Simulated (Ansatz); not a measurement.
# Formation energy and levels of the hydrogen on a lattice site H_N in Be3N2 (P6_3/mmc)

Charge states of H_N in Be3N2 (P6_3/mmc), set against the band edges. Model: a cell of 120 host atoms with 1 N taken out and 1 H put in.

Program: Ansatz 0.2.0. Level of theory: place-levels on PBEsol runs: charge-transition levels and formation energies with image-charge correction and potential alignment at the atomic sites. Results are calculated unless marked as measured.

### Step 1. Set-up

The cell holds 120 atoms: 72 Be, 47 N and 1 H. Cell: a = 9.829 Å, b = 9.829 Å, c = 9.710 Å, α = 90.0°, β = 90.0°, γ = 120.0°. It derives from Be3N2 (space group P6_3/mmc). Nearest the centre at fractional (0.500, 0.500, 0.500): H112 at 0.00 Å, Be42 at 1.81 Å, Be70 at 1.81 Å, Be95 at 1.81 Å, Be94 at 1.81 Å, Be101 at 1.81 Å, Be6 at 1.81 Å, Be103 at 2.43 Å.

Screening for the image-charge correction: ε∞ = (4.54, 4.54, 5.47), ε0 = (11.71, 11.71, 32.82), from a response run on this crystal (DFPT, PBEsol) at that run's own cell.

The cell's shortest repeat is 9.7 Å.

### Step 2. Charge states

A transition level is the Fermi level at which two charge states cost the same, so each charge needs its own total energy, at its own relaxed structure.

Each atom starts 0.05 Å or so off its site in a random direction: a symmetric start keeps its symmetry, and would miss off-centre moves and Jahn–Teller distortions. Forces are taken at one point at (¼, ¼, ¼). The cell holds 1 electron more than the neutral one, with a uniform background that keeps it neutral on the whole. The electron count is odd, so at least one spin is unpaired; this run locks the moment at 1 μB.

The sampling was tested on the host first: at the k-points planned (1x1x1 shifted 0.25 0.25 0.25) its energy lies -0.001 eV an atom from the dense-mesh value, under the bound of 0.02 eV set for this test; that bounds the host's error, not the defect's.

One of the inputs; charge, spin and start change from state to state.

qm1_M1.relax/input.yaml reads:

```yaml
crystal:
  lattice:
    - [8.51188336, 4.91433815, 0.0]
    - [-8.51188336, 4.91433815, 0.0]
    - [0.0, 0.0, 9.71005664]
  atoms:
    - { symbol: Be, position: [0.0, 0.33333333, 0.07824696] }
    - { symbol: Be, position: [0.16666667, 0.16666667, 0.07824696] }
    - { symbol: Be, position: [0.33333333, 0.0, 0.07824696] }
    - { symbol: Be, position: [0.0, 0.16666667, 0.57824696] }
    - { symbol: Be, position: [0.16666667, 0.0, 0.57824696] }
    - { symbol: Be, position: [0.33333333, 0.33333333, 0.57824696] }
    - { symbol: Be, position: [0.0, 0.16666667, 0.92175304] }
    - { symbol: Be, position: [0.16666667, 0.0, 0.92175304] }
    - { symbol: Be, position: [0.33333333, 0.33333333, 0.92175304] }
    - { symbol: Be, position: [0.0, 0.33333333, 0.42175304] }
    - { symbol: Be, position: [0.16666667, 0.16666667, 0.42175304] }
    - { symbol: Be, position: [0.33333333, 0.0, 0.42175304] }
    - { symbol: Be, position: [0.0, 0.0, 0.25] }
    - { symbol: Be, position: [0.16666667, 0.33333333, 0.25] }
    - { symbol: Be, position: [0.33333333, 0.16666667, 0.25] }
    - { symbol: Be, position: [0.0, 0.0, 0.75] }
    - { symbol: Be, position: [0.16666667, 0.33333333, 0.75] }
    - { symbol: Be, position: [0.33333333, 0.16666667, 0.75] }
    - { symbol: "N", position: [0.0, 0.0, 0.0] }
    - { symbol: "N", position: [0.16666667, 0.33333333, 0.0] }
    - { symbol: "N", position: [0.33333333, 0.16666667, 0.0] }
    - { symbol: "N", position: [0.0, 0.0, 0.5] }
    - { symbol: "N", position: [0.16666667, 0.33333333, 0.5] }
    - { symbol: "N", position: [0.33333333, 0.16666667, 0.5] }
    - { symbol: "N", position: [0.0, 0.33333333, 0.25] }
    - { symbol: "N", position: [0.16666667, 0.16666667, 0.25] }
    - { symbol: "N", position: [0.33333333, 0.0, 0.25] }
    - { symbol: "N", position: [0.0, 0.16666667, 0.75] }
    - { symbol: "N", position: [0.16666667, 0.0, 0.75] }
    - { symbol: "N", position: [0.33333333, 0.33333333, 0.75] }
    - { symbol: Be, position: [0.0, 0.83333333, 0.07824696] }
    - { symbol: Be, position: [0.16666667, 0.66666667, 0.07824696] }
    - { symbol: Be, position: [0.33333333, 0.5, 0.07824696] }
    - { symbol: Be, position: [0.0, 0.66666667, 0.57824696] }
    - { symbol: Be, position: [0.16666667, 0.5, 0.57824696] }
    - { symbol: Be, position: [0.33333333, 0.83333333, 0.57824696] }
    - { symbol: Be, position: [0.0, 0.66666667, 0.92175304] }
    - { symbol: Be, position: [0.16666667, 0.5, 0.92175304] }
    - { symbol: Be, position: [0.33333333, 0.83333333, 0.92175304] }
    - { symbol: Be, position: [0.0, 0.83333333, 0.42175304] }
    - { symbol: Be, position: [0.16666667, 0.66666667, 0.42175304] }
    - { symbol: Be, position: [0.33333333, 0.5, 0.42175304] }
    - { symbol: Be, position: [0.0, 0.5, 0.25] }
    - { symbol: Be, position: [0.16666667, 0.83333333, 0.25] }
    - { symbol: Be, position: [0.33333333, 0.66666667, 0.25] }
    - { symbol: Be, position: [0.0, 0.5, 0.75] }
    - { symbol: Be, position: [0.16666667, 0.83333333, 0.75] }
    - { symbol: Be, position: [0.33333333, 0.66666667, 0.75] }
    - { symbol: "N", position: [0.0, 0.5, 0.0] }
    - { symbol: "N", position: [0.16666667, 0.83333333, 0.0] }
    - { symbol: "N", position: [0.33333333, 0.66666667, 0.0] }
    - { symbol: "N", position: [0.0, 0.5, 0.5] }
    - { symbol: "N", position: [0.16666667, 0.83333333, 0.5] }
    - { symbol: "N", position: [0.33333333, 0.66666667, 0.5] }
    - { symbol: "N", position: [0.0, 0.83333333, 0.25] }
    - { symbol: "N", position: [0.16666667, 0.66666667, 0.25] }
    - { symbol: "N", position: [0.33333333, 0.5, 0.25] }
    - { symbol: "N", position: [0.0, 0.66666667, 0.75] }
    - { symbol: "N", position: [0.16666667, 0.5, 0.75] }
    - { symbol: "N", position: [0.33333333, 0.83333333, 0.75] }
    - { symbol: Be, position: [0.5, 0.33333333, 0.07824696] }
    - { symbol: Be, position: [0.66666667, 0.16666667, 0.07824696] }
    - { symbol: Be, position: [0.83333333, 0.0, 0.07824696] }
    - { symbol: Be, position: [0.5, 0.16666667, 0.57824696] }
    - { symbol: Be, position: [0.66666667, 0.0, 0.57824696] }
    - { symbol: Be, position: [0.83333333, 0.33333333, 0.57824696] }
    - { symbol: Be, position: [0.5, 0.16666667, 0.92175304] }
    - { symbol: Be, position: [0.66666667, 0.0, 0.92175304] }
    - { symbol: Be, position: [0.83333333, 0.33333333, 0.92175304] }
    - { symbol: Be, position: [0.5, 0.33333333, 0.42175304] }
    - { symbol: Be, position: [0.66666667, 0.16666667, 0.42175304] }
    - { symbol: Be, position: [0.83333333, 0.0, 0.42175304] }
    - { symbol: Be, position: [0.5, 0.0, 0.25] }
    - { symbol: Be, position: [0.66666667, 0.33333333, 0.25] }
    - { symbol: Be, position: [0.83333333, 0.16666667, 0.25] }
    - { symbol: Be, position: [0.5, 0.0, 0.75] }
    - { symbol: Be, position: [0.66666667, 0.33333333, 0.75] }
    - { symbol: Be, position: [0.83333333, 0.16666667, 0.75] }
    - { symbol: "N", position: [0.5, 0.0, 0.0] }
    - { symbol: "N", position: [0.66666667, 0.33333333, 0.0] }
    - { symbol: "N", position: [0.83333333, 0.16666667, 0.0] }
    - { symbol: "N", position: [0.5, 0.0, 0.5] }
    - { symbol: "N", position: [0.66666667, 0.33333333, 0.5] }
    - { symbol: "N", position: [0.83333333, 0.16666667, 0.5] }
    - { symbol: "N", position: [0.5, 0.33333333, 0.25] }
    - { symbol: "N", position: [0.66666667, 0.16666667, 0.25] }
    - { symbol: "N", position: [0.83333333, 0.0, 0.25] }
    - { symbol: "N", position: [0.5, 0.16666667, 0.75] }
    - { symbol: "N", position: [0.66666667, 0.0, 0.75] }
    - { symbol: "N", position: [0.83333333, 0.33333333, 0.75] }
    - { symbol: Be, position: [0.5, 0.83333333, 0.07824696] }
    - { symbol: Be, position: [0.66666667, 0.66666667, 0.07824696] }
    - { symbol: Be, position: [0.83333333, 0.5, 0.07824696] }
    - { symbol: Be, position: [0.5, 0.66666667, 0.57824696] }
    - { symbol: Be, position: [0.66666667, 0.5, 0.57824696] }
    - { symbol: Be, position: [0.83333333, 0.83333333, 0.57824696] }
    - { symbol: Be, position: [0.5, 0.66666667, 0.92175304] }
    - { symbol: Be, position: [0.66666667, 0.5, 0.92175304] }
    - { symbol: Be, position: [0.83333333, 0.83333333, 0.92175304] }
    - { symbol: Be, position: [0.5, 0.83333333, 0.42175304] }
    - { symbol: Be, position: [0.66666667, 0.66666667, 0.42175304] }
    - { symbol: Be, position: [0.83333333, 0.5, 0.42175304] }
    - { symbol: Be, position: [0.5, 0.5, 0.25] }
    - { symbol: Be, position: [0.66666667, 0.83333333, 0.25] }
    - { symbol: Be, position: [0.83333333, 0.66666667, 0.25] }
    - { symbol: Be, position: [0.5, 0.5, 0.75] }
    - { symbol: Be, position: [0.66666667, 0.83333333, 0.75] }
    - { symbol: Be, position: [0.83333333, 0.66666667, 0.75] }
    - { symbol: "N", position: [0.5, 0.5, 0.0] }
    - { symbol: "N", position: [0.66666667, 0.83333333, 0.0] }
    - { symbol: "N", position: [0.83333333, 0.66666667, 0.0] }
    - { symbol: H, position: [0.5, 0.5, 0.5] }
    - { symbol: "N", position: [0.66666667, 0.83333333, 0.5] }
    - { symbol: "N", position: [0.83333333, 0.66666667, 0.5] }
    - { symbol: "N", position: [0.5, 0.83333333, 0.25] }
    - { symbol: "N", position: [0.66666667, 0.66666667, 0.25] }
    - { symbol: "N", position: [0.83333333, 0.5, 0.25] }
    - { symbol: "N", position: [0.5, 0.66666667, 0.75] }
    - { symbol: "N", position: [0.66666667, 0.5, 0.75] }
    - { symbol: "N", position: [0.83333333, 0.83333333, 0.75] }
  host:
    repeats: [2, 2, 1]
    atoms:
      - { symbol: Be, position: [0.0, 0.66666667, 0.07824696] }
      - { symbol: Be, position: [0.33333333, 0.33333333, 0.07824696] }
      # ... 28 more atoms of the perfect host
total_charge: -1
basis:
  ecutwfc: 420
  xc_grid: 2
hamiltonian:
  xc: pbesol
kpoints:
  mp_grid: { grid: [1, 1, 1], shift: [0.25, 0.25, 0.25] }
magnetization:
  spin_polarized: true
  initial_magnetization: 1
  spin_locking: { lock_magnetization: hard }
scf:
  occupations: { method: fixed }
  max_iter: 100
output:
  forces: true
  charged_corrections:
    epsilon: [4.54, 4.54, 5.47]
    static_epsilon: [11.71, 11.71, 32.82]
    defect_position: [0.5, 0.5, 0.5]
relax:
  f_tol: 0.02
  max_steps: 80
  random_displacement: { amplitude: 0.05, seed: 9430 }
checkpoint:
  write: "../qm1_M1.relax.run"
  compress: false
  write_wavefunctions: true
  write_every: 100000
```

The run is started by

```sh
$ ansatz run input.yaml --threads 4 --pin off --max-ram 7536MiB --backend cpu --events-out ev --progress --plain --runs-dir out
```

The relaxed structure is kept and the sampling changed to a 2×2×2 shifted mesh.

The run of this state that the levels use, under PBEsol:

qm1_M1.point/input.yaml reads:

```yaml
crystal:
  checkpoint: "../qm1_M1.relax.run"
  host: checkpoint
total_charge: -1
basis:
  ecutwfc: 420
  xc_grid: 2
hamiltonian:
  xc: pbesol
kpoints:
  mp_grid: { grid: [2, 2, 2], shift: [0.5, 0.5, 0.5] }
magnetization:
  spin_polarized: true
  initial_magnetization: 1
  spin_locking: { lock_magnetization: hard }
scf:
  occupations: { method: fermi_dirac, width: 0.01 }
  max_iter: 100
output:
  forces: true
  eigenvalues: true
  charged_corrections:
    epsilon: [4.54, 4.54, 5.47]
    static_epsilon: [11.71, 11.71, 32.82]
    defect_position: [0.5, 0.5, 0.5]
  eigenstates: { localisation: true }
  populations: true
  efg: {}
checkpoint:
  read: "../qm1_M1.relax.run"
  write: "../qm1_M1.point.run"
  compress: false
  write_wavefunctions: false
  write_every: 100000
```

Relaxations under PBEsol at one point at (¼, ¼, ¼); times on 4 threads of Arm Neoverse V2, shared host:

```tsv
charge	moment (μB)	occupations	outcome	steps	largest displacement against the far atoms (Å)	time
−1	1	fixed	converged	20	1.04	8 min
0	0	fixed	not converged	-	-	53 s
0	0	fermi-dirac	converged	18	0.97	3.4 min
+1	1	fixed	converged	11	0.62	3.6 min
+2	0	fixed	converged	6	0.23	65 s
+3	1	fixed	converged	8	0.25	3.3 min
0	2	fixed	converged	11	0.50	4.4 min
```

Single points under PBEsol at a 2×2×2 shifted mesh; times on 4 threads of Arm Neoverse V2, shared host:

```tsv
charge	moment (μB)	occupations	outcome	time
−1	1	fermi-dirac	converged	3.8 min
0	0	fermi-dirac	converged	1.8 min
+1	1	fermi-dirac	converged	3.8 min
+2	0	fermi-dirac	converged	1.8 min
+3	1	fermi-dirac	converged	4.2 min
0	2	fermi-dirac	converged	4.1 min
```

Distances (Å) from H112 to the nearest atoms after relaxation with PBEsol:

```tsv
charge	moment (μB)	1.	2.	3.	4.	5.	6.
−1	1	Be 1.47	Be 1.52	Be 1.65	Be 1.73	N 2.26	N 2.34
0	0	Be 1.50	Be 1.52	Be 1.52	Be 2.13	N 2.28	N 2.28
0	2	Be 1.52	Be 1.61	Be 1.74	Be 2.16	Be 2.27	Be 2.32
+1	1	Be 1.55	Be 1.65	Be 1.65	Be 2.34	Be 2.39	Be 2.39
+2	0	Be 2.02	Be 2.02	Be 2.03	Be 2.04	Be 2.04	Be 2.04
+3	1	Be 1.94	Be 1.95	Be 2.02	Be 2.05	Be 2.11	Be 2.12
```

[end of part 1 of 2]

[Logs are printed without paths, hosts, clocks, repeated set-up lines and the standing remarks that a program may print on its own settings, such as how far it seeks lower states.]

[Hosts, paths, dates, database ids (printed as entryN), source tags and the programs' standing remarks are cut or masked in the printed files.]

[Where a table of states has a column of steps, it counts the stored structures, which are thinned; the runs took as many ionic steps or more.]

[A defect's name tells the site on which it was built; relaxed atoms can leave that site.]

[For some hosts the program warned that the k-mesh of the response run may be too coarse for force constants and the static dielectric constant; such warnings are not shown here.]
